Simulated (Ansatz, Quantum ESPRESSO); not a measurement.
# SF6 (Im-3m): Raman and infrared activity

Aim: Raman and infrared lines of SF6 (Im-3m).

Main program and level: Quantum ESPRESSO 8.0 development, patched; DFT LDA, scalar-relativistic, plane waves, PseudoDojo norm-conserving pseudopotentials.

**1. The starting structure**

It takes space group Im-3m (No. 229, cubic). Conventional cell: a = 5.747 Å, b = 5.747 Å, c = 5.747 Å, α = 90.00°, β = 90.00°, γ = 90.00°. Nearest to S lie 6 F at 1.58 Å. Nearest to F lie 1 S at 1.58 Å. Farther neighbours and most contacts between anions are not listed.

**2. A probe with smearing**

A cheap run with smearing and empty bands tells whether the crystal has a gap, which decides between fixed occupations and smearing later on.

Input file probe.in:

```
&control
   calculation = 'scf'
   prefix = 'x'
   outdir = './tmp'
   pseudo_dir = './pseudo'
   tprnfor = .true.
   tstress = .true.
   verbosity = 'high'
/
&system
   ibrav = 3
   celldm(1) = 10.86027395
   nat = 7
   ntyp = 2
   ecutwfc = 84.0
   occupations = 'smearing'
   smearing = 'gaussian'
   degauss = 0.01
/
&electrons
   conv_thr = 1.0d-07
   mixing_beta = 0.7
   electron_maxstep = 100
/
ATOMIC_SPECIES
 S      32.0600  S.upf
 F      18.9984  F.upf
ATOMIC_POSITIONS crystal
 S      0.000000000   0.000000000   0.000000000
 F      0.725627210   0.000000000   0.725627210
 F      0.274372790   0.000000000   0.274372790
 F      0.274372790   0.725627210   0.000000000
 F      0.725627210   0.274372790   0.000000000
 F      0.000000000   0.725627210   0.274372790
 F      0.000000000   0.274372790   0.725627210
K_POINTS automatic
 4 4 4 0 0 0
```

Command:

```
OMP_NUM_THREADS=1 mpirun -n 16 pw.x -nk 8 -in probe.in > probe.out
```

Log:

```text
[banners, grids, parts of the stress and lines that vanish by symmetry left out]
Program PWSCF v.8.0dev
     Parallelization info
     --------------------
[...]
kinetic-energy cutoff     =      84.0000  Ry
     charge density cutoff     =     336.0000  Ry
     scf convergence threshold =      1.0E-07
[...]
Exchange-correlation= SLA-PW-NOGX-NOGC
                           (   1   4   0   0   0   0   0)
[...]
48 Sym. Ops., with inversion, found
[...]
(     0          1          0      )
                  (     0          0          1      )
[...]
(  0.0000000  1.0000000  0.0000000 )
                  (  0.0000000  0.0000000  1.0000000 )
[...]
(     1         -1          1      )
                  (     1          0          0      )
[...]
number of k points=     8  Gaussian smearing, width (Ry)=  0.0100
[...]
End of self-consistent calculation
[...]
the Fermi energy is     2.6267 ev
!    total energy              =    -316.94465604 Ry
[...]
convergence has been achieved in   8 iterations
[...]
atom    1 type  1   force =     0.00000000    0.00000000    0.00000000
     atom    2 type  2   force =    -0.00000000    0.00000000    0.01505296
     atom    3 type  2   force =     0.00000000    0.00000000   -0.01505296
     atom    4 type  2   force =    -0.01505296    0.00000000    0.00000000
     atom    5 type  2   force =     0.01505296    0.00000000   -0.00000000
     atom    6 type  2   force =    -0.00000000    0.01505296   -0.00000000
     atom    7 type  2   force =     0.00000000   -0.01505296    0.00000000
[...]
Total force =     0.036872     Total SCF correction =     0.001020
[...]
total   stress  (Ry/bohr**3)                   (kbar)     P=      -25.89
[...]
XML data file, charge density, pseudopotentials, collected wavefunctions

   JOB DONE.
```

Run time: 2.7 s. Hardware: 16 MPI ranks of Intel Xeon 6975P-C (Granite Rapids), shared host; 39 s of CPU time.

Numbers from this step:

```
volume per atom   : 13.56 Å³
pressure          : -2.589 GPa
gap on the k-mesh : 6.131 eV
```

A gap of 6.1 eV opens on this mesh, so the crystal is taken as an insulator; the start stands at -2.6 GPa.

**3. Relaxing the cell and atoms**

Frequencies change by per cents with a per cent of volume, so the structure is first brought to rest at this level of theory.

Input file relax.in:

```
&control
   calculation = 'vc-relax'
   prefix = 'x'
   outdir = './tmp'
   pseudo_dir = './pseudo'
   tprnfor = .true.
   tstress = .true.
   forc_conv_thr = 2.0d-05
   etot_conv_thr = 1.0d-07
   nstep = 40
/
&system
   ibrav = 3
   celldm(1) = 10.86027395
   nat = 7
   ntyp = 2
   ecutwfc = 84.0
   occupations = 'fixed'
   nbnd = 26
/
&electrons
   conv_thr = 1.0d-11
   mixing_beta = 0.7
   electron_maxstep = 100
/
&ions
/
&cell
   press_conv_thr = 0.2
/
ATOMIC_SPECIES
 S      32.0600  S.upf
 F      18.9984  F.upf
ATOMIC_POSITIONS crystal
 S      0.000000000   0.000000000   0.000000000
 F      0.725627210   0.000000000   0.725627210
 F      0.274372790   0.000000000   0.274372790
 F      0.274372790   0.725627210   0.000000000
 F      0.725627210   0.274372790   0.000000000
 F      0.000000000   0.725627210   0.274372790
 F      0.000000000   0.274372790   0.725627210
K_POINTS automatic
 6 6 6 0 0 0
```

Command:

```
OMP_NUM_THREADS=1 mpirun -n 16 pw.x -nk 16 -in relax.in > relax.out
```

Log:

```text
[banners, grids, parts of the stress and lines that vanish by symmetry left out]
[banner, memory and clock lines left out]
Program PWSCF v.8.0dev

[...]
kinetic-energy cutoff     =      84.0000  Ry
     charge density cutoff     =     336.0000  Ry
     scf convergence threshold =      1.0E-11
[...]
energy convergence thresh.=      1.0E-07
     force convergence thresh. =      2.0E-05
     press convergence thresh. =      2.0E-01
     Exchange-correlation= SLA-PW-NOGX-NOGC
                           (   1   4   0   0   0   0   0)
[...]
48 Sym. Ops., with inversion, found
[...]
number of k points=    16
[...]
End of self-consistent calculation
[...]
highest occupied, lowest unoccupied level (ev):    -2.0361    4.0950
!    total energy              =    -316.94465569 Ry
[...]
convergence has been achieved in  13 iterations
[...]
atom    1 type  1   force =     0.00000000    0.00000000    0.00000000
     atom    2 type  2   force =     0.00000000    0.00000000    0.01504561
     atom    3 type  2   force =     0.00000000    0.00000000   -0.01504561
     atom    4 type  2   force =    -0.01504561    0.00000000    0.00000000
     atom    5 type  2   force =     0.01504561    0.00000000    0.00000000
     atom    6 type  2   force =     0.00000000    0.01504561    0.00000000
     atom    7 type  2   force =    -0.00000000   -0.01504561    0.00000000
     Total force =     0.036854     Total SCF correction =     0.000005
[...]
total   stress  (Ry/bohr**3)                   (kbar)     P=      -25.65
[...]
number of bfgs steps    =   0
[...]
CELL_PARAMETERS (alat= 10.86027395)
[...]
ATOMIC_POSITIONS (crystal)
S                0.0000000000        0.0000000000        0.0000000000
F                0.7270125902        0.0000000000        0.7270125902
F                0.2729874098        0.0000000000        0.2729874098
F                0.2729874098        0.7270125902        0.0000000000
[...]
New effective cutoffs (rho, wfc):  338.33   84.73
[...]
End of self-consistent calculation
[...]
highest occupied, lowest unoccupied level (ev):    -1.9140    4.6233
!    total energy              =    -316.94567036 Ry
[...]
convergence has been achieved in   9 iterations
[...]
atom    1 type  1   force =     0.00000000    0.00000000    0.00000000
     atom    2 type  2   force =     0.00000000   -0.00000000   -0.00668148
     atom    3 type  2   force =     0.00000000   -0.00000000    0.00668148
     atom    4 type  2   force =     0.00668148    0.00000000   -0.00000000
     atom    5 type  2   force =    -0.00668148    0.00000000    0.00000000
     atom    6 type  2   force =    -0.00000000   -0.00668148   -0.00000000
     atom    7 type  2   force =     0.00000000    0.00668148    0.00000000
     Total force =     0.016366     Total SCF correction =     0.000006
[...]
total   stress  (Ry/bohr**3)                   (kbar)     P=        4.25
[...]
number of bfgs steps    =   1
[...]
CELL_PARAMETERS (alat= 10.86027395)
[...]
ATOMIC_POSITIONS (crystal)
[...]
New effective cutoffs (rho, wfc):  337.99   84.65
[...]
End of self-consistent calculation
[...]
highest occupied, lowest unoccupied level (ev):    -1.9290    4.5131
!    total energy              =    -316.94579529 Ry
[...]
convergence has been achieved in   7 iterations
[...]
total   stress  (Ry/bohr**3)                   (kbar)     P=       -2.92
[...]
number of bfgs steps    =   7
[...]
highest occupied, lowest unoccupied level (ev):    -1.6410    4.7625
!    total energy              =    -316.94628756 Ry
[...]
convergence has been achieved in   8 iterations
[...]
Total force =     0.000458     Total SCF correction =     0.000001
[...]
total   stress  (Ry/bohr**3)                   (kbar)     P=       -1.92
[...]
number of bfgs steps    =   8
[...]
highest occupied, lowest unoccupied level (ev):    -1.4767    4.9197
!    total energy              =    -316.94637790 Ry
[...]
convergence has been achieved in   9 iterations
[...]
Total force =     0.000218     Total SCF correction =     0.000001
[...]
total   stress  (Ry/bohr**3)                   (kbar)     P=       -0.10
[...]
number of bfgs steps    =   9
[...]
New effective cutoffs (rho, wfc):  349.80   87.60
[...]
highest occupied, lowest unoccupied level (ev):    -1.4578    4.9370
!    total energy              =    -316.94637875 Ry
[...]
convergence has been achieved in   7 iterations
[...]
Total force =     0.000072     Total SCF correction =     0.000002
[...]
total   stress  (Ry/bohr**3)                   (kbar)     P=        0.07
[...]
number of bfgs steps    =  10
[...]
CELL_PARAMETERS (alat= 10.86027395)
[...]
ATOMIC_POSITIONS (crystal)
[...]
New effective cutoffs (rho, wfc):  349.75   87.59
[...]
End of self-consistent calculation
[...]
highest occupied, lowest unoccupied level (ev):    -1.4597    4.9349
!    total energy              =    -316.94637876 Ry
[...]
convergence has been achieved in   6 iterations
[...]
atom    7 type  2   force =     0.00000000    0.00001234    0.00000000
     Total force =     0.000030     Total SCF correction =     0.000000
[...]
total   stress  (Ry/bohr**3)                   (kbar)     P=        0.02
[...]
bfgs converged in  12 scf cycles and  11 bfgs steps
[...]
End of BFGS Geometry Optimization
     Final enthalpy           =    -316.9463787604 Ry
     File ./tmp/x.bfgs deleted, as requested
[...]
CELL_PARAMETERS (alat= 10.86027395)
[...]
ATOMIC_POSITIONS (crystal)
[...]
F               -0.0000000000        0.7218381880        0.2781618120
F               -0.0000000000        0.2781618120        0.7218381880
[...]
Final scf calculation at the relaxed structure.
[...]
kinetic-energy cutoff     =      84.0000  Ry
     charge density cutoff     =     336.0000  Ry
     scf convergence threshold =      1.5E-13
[...]
press convergence thresh. =      2.0E-01
     Exchange-correlation= SLA-PW-NOGX-NOGC
                           (   1   4   0   0   0   0   0)
[...]
48 Sym. Ops., with inversion, found
[...]
number of k points=    16
[...]
End of self-consistent calculation
[...]
highest occupied, lowest unoccupied level (ev):    -1.4597    4.9349
!    total energy              =    -316.94635636 Ry
[...]
convergence has been achieved in  15 iterations
[...]
atom    1 type  1   force =     0.00000000    0.00000000    0.00000000
     atom    2 type  2   force =     0.00000000   -0.00000000   -0.00001161
     atom    3 type  2   force =    -0.00000000    0.00000000    0.00001161
     atom    4 type  2   force =     0.00001161   -0.00000000    0.00000000
     atom    5 type  2   force =    -0.00001161    0.00000000   -0.00000000
     atom    6 type  2   force =     0.00000000   -0.00001161   -0.00000000
     atom    7 type  2   force =     0.00000000    0.00001161   -0.00000000
     Total force =     0.000028     Total SCF correction =     0.000001
[...]
total   stress  (Ry/bohr**3)                   (kbar)     P=       -0.13
[...]
XML data file, charge density, pseudopotentials, collected wavefunctions
```

Elapsed: 37 s, on 16 MPI ranks; 9.7 min of CPU time.

The steps of the relaxation:

| step | energy less that of the first step (eV) | largest force (eV/Å) | pressure (GPa) | volume (Å³) |
| --- | --- | --- | --- | --- |
| 1 | 0.0000 | 0.3868 | -2.56 | 94.91 |
| 2 | -0.0138 | 0.1718 | 0.42 | 93.67 |
| 3 | -0.0155 | 0.0379 | -0.28 | 93.81 |
| 4 | -0.0160 | 0.0207 | -0.36 | 93.67 |
| 5 | -0.0166 | 0.0143 | -0.38 | 93.45 |
| 6 | -0.0175 | 0.0107 | -0.37 | 93.13 |
| 7 | -0.0188 | 0.0084 | -0.35 | 92.65 |
| 8 | -0.0204 | 0.0066 | -0.29 | 91.94 |
| 9 | -0.0222 | 0.0048 | -0.19 | 90.87 |
| 10 | -0.0234 | 0.0023 | -0.01 | 89.28 |
| 11 | -0.0234 | 0.0008 | 0.01 | 89.10 |
| 12 | -0.0234 | 0.0003 | 0.00 | 89.12 |
| 13 | -0.0231 | 0.0003 | -0.01 | 89.12 |

| conventional cell, symmetrised | before | after | change |
| --- | --- | --- | --- |
| a (Å) | 5.747 | 5.628 | -2.1 % |
| b (Å) | 5.747 | 5.628 | -2.1 % |
| c (Å) | 5.747 | 5.628 | -2.1 % |
| volume (Å³/atom) | 13.56 | 12.73 | -6.1 % |

The atoms that moved most (Å, as changes of fractional coordinates times the final cell):

| atom | dx | dy | dz | length |
| --- | --- | --- | --- | --- |
| F4 | 0.021 | 0.000 | 0.000 | 0.021 |
| F7 | 0.000 | 0.021 | 0.000 | 0.021 |
| F3 | 0.000 | 0.000 | 0.021 | 0.021 |
| F2 | 0.000 | 0.000 | -0.021 | 0.021 |
| F6 | 0.000 | -0.021 | 0.000 | 0.021 |
| F5 | -0.021 | 0.000 | 0.000 | 0.021 |

Final coordinates:

```cif
data_structure
_symmetry_space_group_name_H-M 'P 1'
_symmetry_Int_Tables_number 1
_cell_length_a 4.8738
_cell_length_b 4.8738
_cell_length_c 4.8738
_cell_angle_alpha 70.529
_cell_angle_beta 109.471
_cell_angle_gamma 70.529
_cell_volume 89.12
loop_
_atom_site_label
_atom_site_type_symbol
_atom_site_fract_x
_atom_site_fract_y
_atom_site_fract_z
_atom_site_occupancy
S1 S 0.00000 0.00000 0.00000 1
F2 F 0.72184 0.00000 0.72184 1
F3 F 0.27816 0.00000 0.27816 1
F4 F 0.27816 0.72184 0.00000 1
F5 F 0.72184 0.27816 0.00000 1
F6 F 0.00000 0.72184 0.27816 1
F7 F 0.00000 0.27816 0.72184 1
```

The last row of the table of steps is pw.x's closing run on a basis chosen anew for the final cell, so its energy can jump.

Read from the output:

```yaml
volume_per_atom: 12.73 Å³
pressure: -0.01300 GPa
gap_on_the_k_mesh: 6.395 eV
```

The volume changes by -6.1 % from the cell with which this run began.

**4. Ground state**

The response is built on this ground state, so it is converged far tighter than an energy would need. With a gap, occupations are fixed, which also allows the response to an electric field.

Input file scf.in:

```
&control
   calculation = 'scf'
   prefix = 'x'
   outdir = './tmp'
   pseudo_dir = './pseudo'
   tprnfor = .true.
   tstress = .true.
/
&system
   ibrav = 3
   celldm(1) = 10.63487353
   nat = 7
   ntyp = 2
   ecutwfc = 84.0
   occupations = 'fixed'
   nbnd = 26
/
&electrons
   conv_thr = 1.0d-12
   mixing_beta = 0.7
   electron_maxstep = 100
/
ATOMIC_SPECIES
 S      32.0600  S.upf
 F      18.9984  F.upf
ATOMIC_POSITIONS crystal
 S      0.000000000   0.000000000   0.000000000
 F      0.721838188   0.000000000   0.721838188
 F      0.278161812   0.000000000   0.278161812
 F      0.278161812   0.721838188   0.000000000
 F      0.721838188   0.278161812   0.000000000
 F      0.000000000   0.721838188   0.278161812
 F      0.000000000   0.278161812   0.721838188
K_POINTS automatic
 8 8 8 0 0 0
```

Command:

```
OMP_NUM_THREADS=1 mpirun -n 16 pw.x -nk 16 -in scf.in > scf.out
```

Log:

```text
[banners, grids, parts of the stress and lines that vanish by symmetry left out]
[banner, memory and clock lines left out]
Program PWSCF v.8.0dev

[...]
kinetic-energy cutoff     =      84.0000  Ry
     charge density cutoff     =     336.0000  Ry
     scf convergence threshold =      1.0E-12
[...]
Exchange-correlation= SLA-PW-NOGX-NOGC
                           (   1   4   0   0   0   0   0)
[...]
48 Sym. Ops., with inversion, found
[...]
number of k points=    29
[...]
End of self-consistent calculation
[...]
highest occupied, lowest unoccupied level (ev):    -1.4597    4.9349
!    total energy              =    -316.94635644 Ry
[...]
convergence has been achieved in  15 iterations
[...]
atom    1 type  1   force =     0.00000000    0.00000000    0.00000000
     atom    2 type  2   force =     0.00000000    0.00000000   -0.00001166
     atom    3 type  2   force =     0.00000000   -0.00000000    0.00001166
     atom    4 type  2   force =     0.00001166    0.00000000   -0.00000000
     atom    5 type  2   force =    -0.00001166   -0.00000000   -0.00000000
     atom    6 type  2   force =     0.00000000   -0.00001166    0.00000000
     atom    7 type  2   force =     0.00000000    0.00001166    0.00000000
     Total force =     0.000029     Total SCF correction =     0.000001
[...]
total   stress  (Ry/bohr**3)                   (kbar)     P=       -0.13
[...]
XML data file, charge density, pseudopotentials, collected wavefunctions
```

It took 8.4 s on 16 MPI ranks; 2.2 min of CPU time.

The cell stands at -0.013 GPa, close enough for phonons.

(Continued in part 2 of 3.)

[Host names and launcher messages were left out of these logs when they were recorded.]

[Logs are printed without paths, hosts, clocks, repeated set-up lines and the standing remarks that a program may print on its own settings, such as how far it seeks lower states.]

[Hosts, paths, dates, database ids (printed as entryN), source tags and the programs' standing remarks are cut or masked in the printed files.]
